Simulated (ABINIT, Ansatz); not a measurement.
# KRb2GaF6 (Fm-3m): G0W0 with ABINIT, start to end, part 2 of 2

How does a plane-wave GW calculation on KRb2GaF6 (Fm-3m) run from the first input to the gap?

ABINIT 10.8.3; PBEsol and many-body steps on it, plane waves. Known limits of the many-body steps: not at the basis limit; no spin-orbit coupling; coarse k mesh.

So far. Step 2 (Ground state): The gap is direct, at Γ. Step 3 (Empty states on the mesh, 2×2×2 mesh, 600 bands): On this mesh the gap is 6.190 eV.

## 4. Screening, 2×2×2 mesh, 546 bands, screening to 217.7 eV

The RPA dielectric matrix is built and inverted for each q.

This step: RPA screening on PBEsol, plane waves, norm-conserving pseudopotentials.

Contents of run.abi:

```
acell 3*1.0 Angstrom
rprim 
  -0.000000000000 4.378547672900 4.378547672900
  4.378547672900 -0.000000000000 4.378547672900
  4.378547672900 4.378547672900 -0.000000000000
ntypat 4
znucl 19 37 31 9
natom 10
typat 1 2 2 3 4 4 4 4 4 4
xred 
  0.500000000000 0.500000000000 0.500000000000
  0.750000000000 0.750000000000 0.750000000000
  0.250000000000 0.250000000000 0.250000000000
  0.000000000000 0.000000000000 0.000000000000
  0.783440950000 0.216559050000 0.783440950000
  0.216559050000 0.216559050000 0.783440950000
  0.783440950000 0.783440950000 0.216559050000
  0.783440950000 0.216559050000 0.216559050000
  0.216559050000 0.783440950000 0.216559050000
  0.216559050000 0.783440950000 0.783440950000
pp_dirpath "pseudos"
pseudos "K.upf, Rb.upf, Ga.upf, F.upf"
ecut 45
ngkpt 2 2 2
nshiftk 1
shiftk 0 0 0
kptopt 1
chksymbreak 0
istwfk *1
occopt 1
irdwfk 1
optdriver 3
nband 546
ecuteps 8
inclvkb 2
awtr 1
symchi 1
indata_prefix "in"
outdata_prefix "out"
tmpdata_prefix "tmp"
```

The run is started by

```
$ OMP_NUM_THREADS=1 mpirun -n 8 abinit run.abi > log
```

Numbers of over 12 decimals in the logs are rounded to 6 here.

What it wrote:

```text
.Version 10.8.3 of ABINIT. v10.8.2 released Aug 2026.

 Symmetries : space group Fm -3 m (#225); Bravais cF (face-center cubic)
[... echo of the input left out ...]
== DATASET  1 ==================================================================
-   mpi_nproc: 8, omp_nthreads: 1 (-1 if OMP is not activated)

--- !DatasetInfo
iteration_state: {dtset: 1, }
dimensions: {natom: 10, nkpt: 3, mband: 546, nsppol: 1, nspinor: 1, nspden: 1, mpw: 16361, }
cutoff_energies: {ecut:  45.0, pawecutdg:  -1.0, }
electrons: {nelect:   9.00000000E+01, charge:   0.00000000E+00, occopt:   1.00000000E+00, tsmear:   1.00000000E-02, }

 SCREENING: Calculation of the susceptibility and dielectric matrices

 Based on a program developped by R.W. Godby, V. Olevano, G. Onida, and L. Reining.
 Incorporated in ABINIT by V. Olevano, G.-M. Rignanese, and M. Torrent.
.Using double precision arithmetic ; gwpc =  8

[... cell and pseudopotentials left out ...]
--------------------------------------------------------------------------------

 ==== K-mesh for the wavefunctions ====
 Number of points in the irreducible wedge :     3
[... list of points left out ...]
 Together with 48 symmetry operations and time-reversal symmetry
 yields     8 points in the full Brillouin Zone.

 ==== Q-mesh for the screening function ====
 Number of points in the irreducible wedge :     3
[... list of points left out ...]
 Together with 48 symmetry operations and time-reversal symmetry
 yields     8 points in the full Brillouin Zone.

 setmesh: FFT mesh size selected  =    50x   50x   50
          total number of points  =       125000

 vcoul_init : cutoff-mode = AUXILIARY_FUNCTION
 q-points for optical limit:   1
     1)      0.000010    0.000020    0.000030

- screening: taking advantage of time-reversal symmetry
- Maximum band index for partially occupied states nbvw = 45
- Remaining bands to be divided among processors   nbcw = 501
- Number of bands treated by each node ~62

 Number of electrons calculated from density =   90.0000; Expected =   90.0000
 average of density, n =  0.079438
 r_s =    1.4431
 omega_plasma =   27.1874 [eV]

 calculating chi0 at frequencies [eV] :
  1    0.000000E+00    0.000000E+00
  2    0.000000E+00    2.718745E+01

--------------------------------------------------------------------------------
  q-point number  1        q = ( 0.000000, 0.000000, 0.000000) [r.l.u.]
--------------------------------------------------------------------------------
[... chi0 elements left out ...]
 For q-point:  0.000010 0.000020 0.000030
  dielectric constant =   2.0664
  dielectric constant without local fields =   2.2874

  Average fulfillment of the sum rule on Im[epsilon] for q-point    1 :     69.22  [%]
[... wings left out ...]
  q-point number  2        q = ( 0.500000, 0.000000, 0.000000) [r.l.u.]
--------------------------------------------------------------------------------
[... chi0 elements left out ...]
  Average fulfillment of the sum rule on Im[epsilon] for q-point    2 :     71.69  [%]

 [... 1 further q-points ...]
```

It took 19 min on 8 MPI ranks of Arm Neoverse N1, shared host; peak memory 8.4 GiB.

This step gave:

- ε∞ with local fields, on this mesh, along the program's q direction: 2.066
- the same without local fields: 2.287
- plasma frequency: 27.19 eV
- plane waves in the screening matrix: 1243

Local fields lower ε∞ by 10 %. On a Γ-centred mesh this coarse the value itself is usually too large, while a short band sum pulls it down.

## 5. Self-energy, 2×2×2 mesh, 546 bands, screening to 217.7 eV

The self-energy is evaluated for the states that the input lists, and the levels follow from it, in one-shot runs by the linearised quasiparticle equation.

This step: G0W0 on PBEsol, plane waves, norm-conserving pseudopotentials.

run.abi, as its differences from that of step 4:

```diff
@@ -31,8 +31,15 @@
 irdwfk 1
-optdriver 3
+optdriver 4
 nband 546
+gwcalctyp 0
+ecutsigx 45
+symsigma 1
+nkptgw 1
+kptgw 
+  0.0000000000 0.0000000000 0.0000000000
+bdgw 
+  43 48
 ecuteps 8
-inclvkb 2
-awtr 1
-symchi 1
+irdscr 1
+ppmodel 1
 indata_prefix "in"
```

What it wrote:

```text
.Version 10.8.3 of ABINIT. v10.8.2 released Aug 2026.

 Symmetries : space group Fm -3 m (#225); Bravais cF (face-center cubic)
[... echo of the input left out ...]
== DATASET  1 ==================================================================
-   mpi_nproc: 8, omp_nthreads: 1 (-1 if OMP is not activated)

--- !DatasetInfo
iteration_state: {dtset: 1, }
dimensions: {natom: 10, nkpt: 3, mband: 546, nsppol: 1, nspinor: 1, nspden: 1, mpw: 16361, }
cutoff_energies: {ecut:  45.0, pawecutdg:  -1.0, }
electrons: {nelect:   9.00000000E+01, charge:   0.00000000E+00, occopt:   1.00000000E+00, tsmear:   1.00000000E-02, }

 SIGMA: Calculation of the GW corrections

 Based on a program developped by R.W. Godby, V. Olevano, G. Onida, and L. Reining.
 Incorporated in ABINIT by V. Olevano, G.-M. Rignanese, and M. Torrent.
.Using double precision arithmetic ; gwpc =  8

[... cell and pseudopotentials left out ...]
--------------------------------------------------------------------------------

 ==== K-mesh for the wavefunctions ====
 Number of points in the irreducible wedge :     3
[... list of points left out ...]
 Together with 48 symmetry operations and time-reversal symmetry
 yields     8 points in the full Brillouin Zone.

 ==== Q-mesh for screening function ====
 Number of points in the irreducible wedge :     3
[... list of points left out ...]
 Together with 48 symmetry operations and time-reversal symmetry
 yields     8 points in the full Brillouin Zone.

 vcoul_init : cutoff-mode = AUXILIARY_FUNCTION
 q-points for optical limit:   1
     1)      0.000010    0.000020    0.000030
 setmesh: FFT mesh size selected  =    72x   72x   72
          total number of points  =       373248

 Number of electrons calculated from density =   90.0000; Expected =   90.0000
 average of density, n =  0.079438
 r_s =    1.4431
 omega_plasma =   27.1874 [eV]

 === KS Band Gaps ===
  >>>> For spin  1
   Minimum direct gap =   6.1897 [eV], located at k-point      :   0.0000  0.0000  0.0000
   Fundamental gap    =   6.1897 [eV], Top of valence bands at :   0.0000  0.0000  0.0000
                                       Bottom of conduction at :   0.0000  0.0000  0.0000
 SIGMA fundamental parameters:
 PLASMON POLE MODEL  1
 number of plane-waves for SigmaX                16361
 number of plane-waves for SigmaC and W           1243
 number of plane-waves for wavefunctions         16361
 number of bands                                   546
 number of independent spin polarizations            1
 number of spinorial components                      1
 number of k-points in IBZ                           3
 number of q-points in IBZ                           3
 number of symmetry operations                      48
 number of k-points in BZ                            8
 number of q-points in BZ                            8
 number of frequencies for dSigma/dE                 9
 frequency step for dSigma/dE [eV]                0.25
 number of omega for Sigma on real axis              0
 max omega for Sigma on real axis  [eV]           0.00
 zcut for avoiding poles [eV]                     0.10

 EPSILON^-1 parameters (SCR file):
 dimension of the eps^-1 matrix on file           1243
 dimension of the eps^-1 matrix used              1243
 number of plane-waves for wavefunctions         16361
 number of bands                                   546
 number of q-points in IBZ                           3
 number of frequencies                               2
 number of real frequencies                          1
 number of imag frequencies                          1

 matrix elements of self-energy operator (all in [eV])

 Perturbative Calculation

--- !SelfEnergy_ee
iteration_state: {dtset: 1, }
kpoint     : [   0.000,    0.000,    0.000, ]
spin       : 1
KS_gap     :    6.190
QP_gap     :    9.770
Delta_QP_KS:    3.580
data: !SigmaeeData |
     Band     E0 <VxcDFT>   SigX SigC(E0)      Z dSigC/dE  Sig(E)    E-E0       E
       43  -0.821 -22.439 -29.922   4.958   0.809  -0.236 -24.483  -2.044  -2.865
       44  -0.821 -22.439 -29.922   4.958   0.809  -0.236 -24.483  -2.044  -2.865
       45  -0.821 -22.439 -29.922   4.958   0.809  -0.236 -24.483  -2.044  -2.865
       46   5.369 -10.808  -6.266  -2.816   0.890  -0.123  -9.271   1.537   6.905
       47   8.334  -8.349  -3.744  -2.818   0.902  -0.109  -6.737   1.612   9.946
       48   8.334  -8.349  -3.744  -2.818   0.902  -0.109  -6.737   1.612   9.946

== END DATASET(S) ==============================================================
================================================================================

 -outvars: echo values of variables after computation  --------
           etotal      0.0000000000E+00
            nband         546
             nkpt           3
          spgroup         225
 [... the other variables as echoed above ...]

 Calculation completed.
```

Run time: 3.4 min. Hardware: 8 MPI ranks; peak memory 7.8 GiB.

This step gave:

```
G0W0 gap on the points computed              : 9.77 eV
starting gap on the mesh                     : 6.190 eV
k of the valence top                         : 0, 0, 0
k of the conduction bottom                   : 0, 0, 0
Z at the valence top                         : 0.809
Z at the conduction bottom                   : 0.89
least direct G0W0 gap on the computed points : 9.77 eV
```

The gap on the mesh goes from 6.19 eV to 9.77 eV, a correction of +3.58 eV.

Limits: finite bands, cutoff and mesh; no spin-orbit coupling; coarse k mesh. v1 is the top filled band, c1 the lowest empty one. Levels before and after the correction, in eV, zero at the valence-band top of each column:

```csv
,conduction bottom,valence top
Kohn-Sham,6.19,0.00
G0W0,9.77,0.00
```

```csv
,level,energy (eV)
Kohn-Sham,Γ v3-v1,0.000
Kohn-Sham,Γ c1,6.190
Kohn-Sham,Γ c2-c3,9.154
G0W0,Γ v3-v1,0.000
G0W0,Γ c1,9.770
G0W0,Γ c2-c3,12.811
```

## 6. Where the time went

Times are wall times on 8 MPI ranks of Arm Neoverse N1, shared host, good to a factor of about two.

```csv
step,time,share,memory (GiB)
ground state,2.5 min,4 %,1.3
empty states on the mesh,37 min,60 %,1.4
screening,19 min,30 %,8.4
self-energy,3.4 min,5 %,7.8
```

## 7. Outcome

- PBEsol gap: 6.19 eV, direct
- G0W0 gap on the mesh: 9.77 eV
- GW settings: 2×2×2 mesh, 546 bands, screening to 217.7 eV, Godby-Needs plasmon pole
- known limits: not at the basis limit; no spin-orbit coupling; coarse k mesh

**Reading.** G0W0 moves the gap on the mesh from 6.19 eV to 9.77 eV (+3.58 eV), with Z of 0.81 and 0.89 at the edges. Local fields lower the RPA ε∞ on this mesh from 2.29 to 2.07; a Γ-centred mesh this coarse tends to raise both, most where the direct gap is narrow, while a short band sum lowers them. Only 1 of the mesh's irreducible points was corrected, so a valley elsewhere could overtake. The dearest step here is «empty states on the mesh». Bands and cutoff are finite, so the gap is not at the basis limit. The miss can reach some tenths of an eV and take either sign; the mesh is an error of its own. In the G0W0 run levels were corrected at 1 k point alone, so a gap called «on the mesh» is the least over those, and an edge elsewhere would be missed. The 2×2×2 mesh is coarse for this cell, which bears on the long-range parts of exchange and screening. The many-body steps are scalar-relativistic: spin-orbit coupling is not in them.

[Paths, hosts, dates, memory and timing lines, banners, echoed tables and standing remarks are left out of the program output.]

[Logs are printed without paths, hosts, clocks, repeated set-up lines and the standing remarks that a program may print on its own settings, such as how far it seeks lower states.]

[Runs of the session that timed out or met a known fault of the program may be left out.]

[Hosts, paths, dates, database ids (printed as entryN), source tags and the programs' standing remarks are cut or masked in the printed files.]

[G0W0 gaps are taken among the corrected bands and points alone; a level outside them can change the order at an edge.]

[Where Ansatz stands beside ABINIT at settings called matched, ABINIT's density can come from a denser mesh and the files from another edition; pairs whose starting gaps differed by over 0.03 eV were left out, so agreement reads better than it is.]
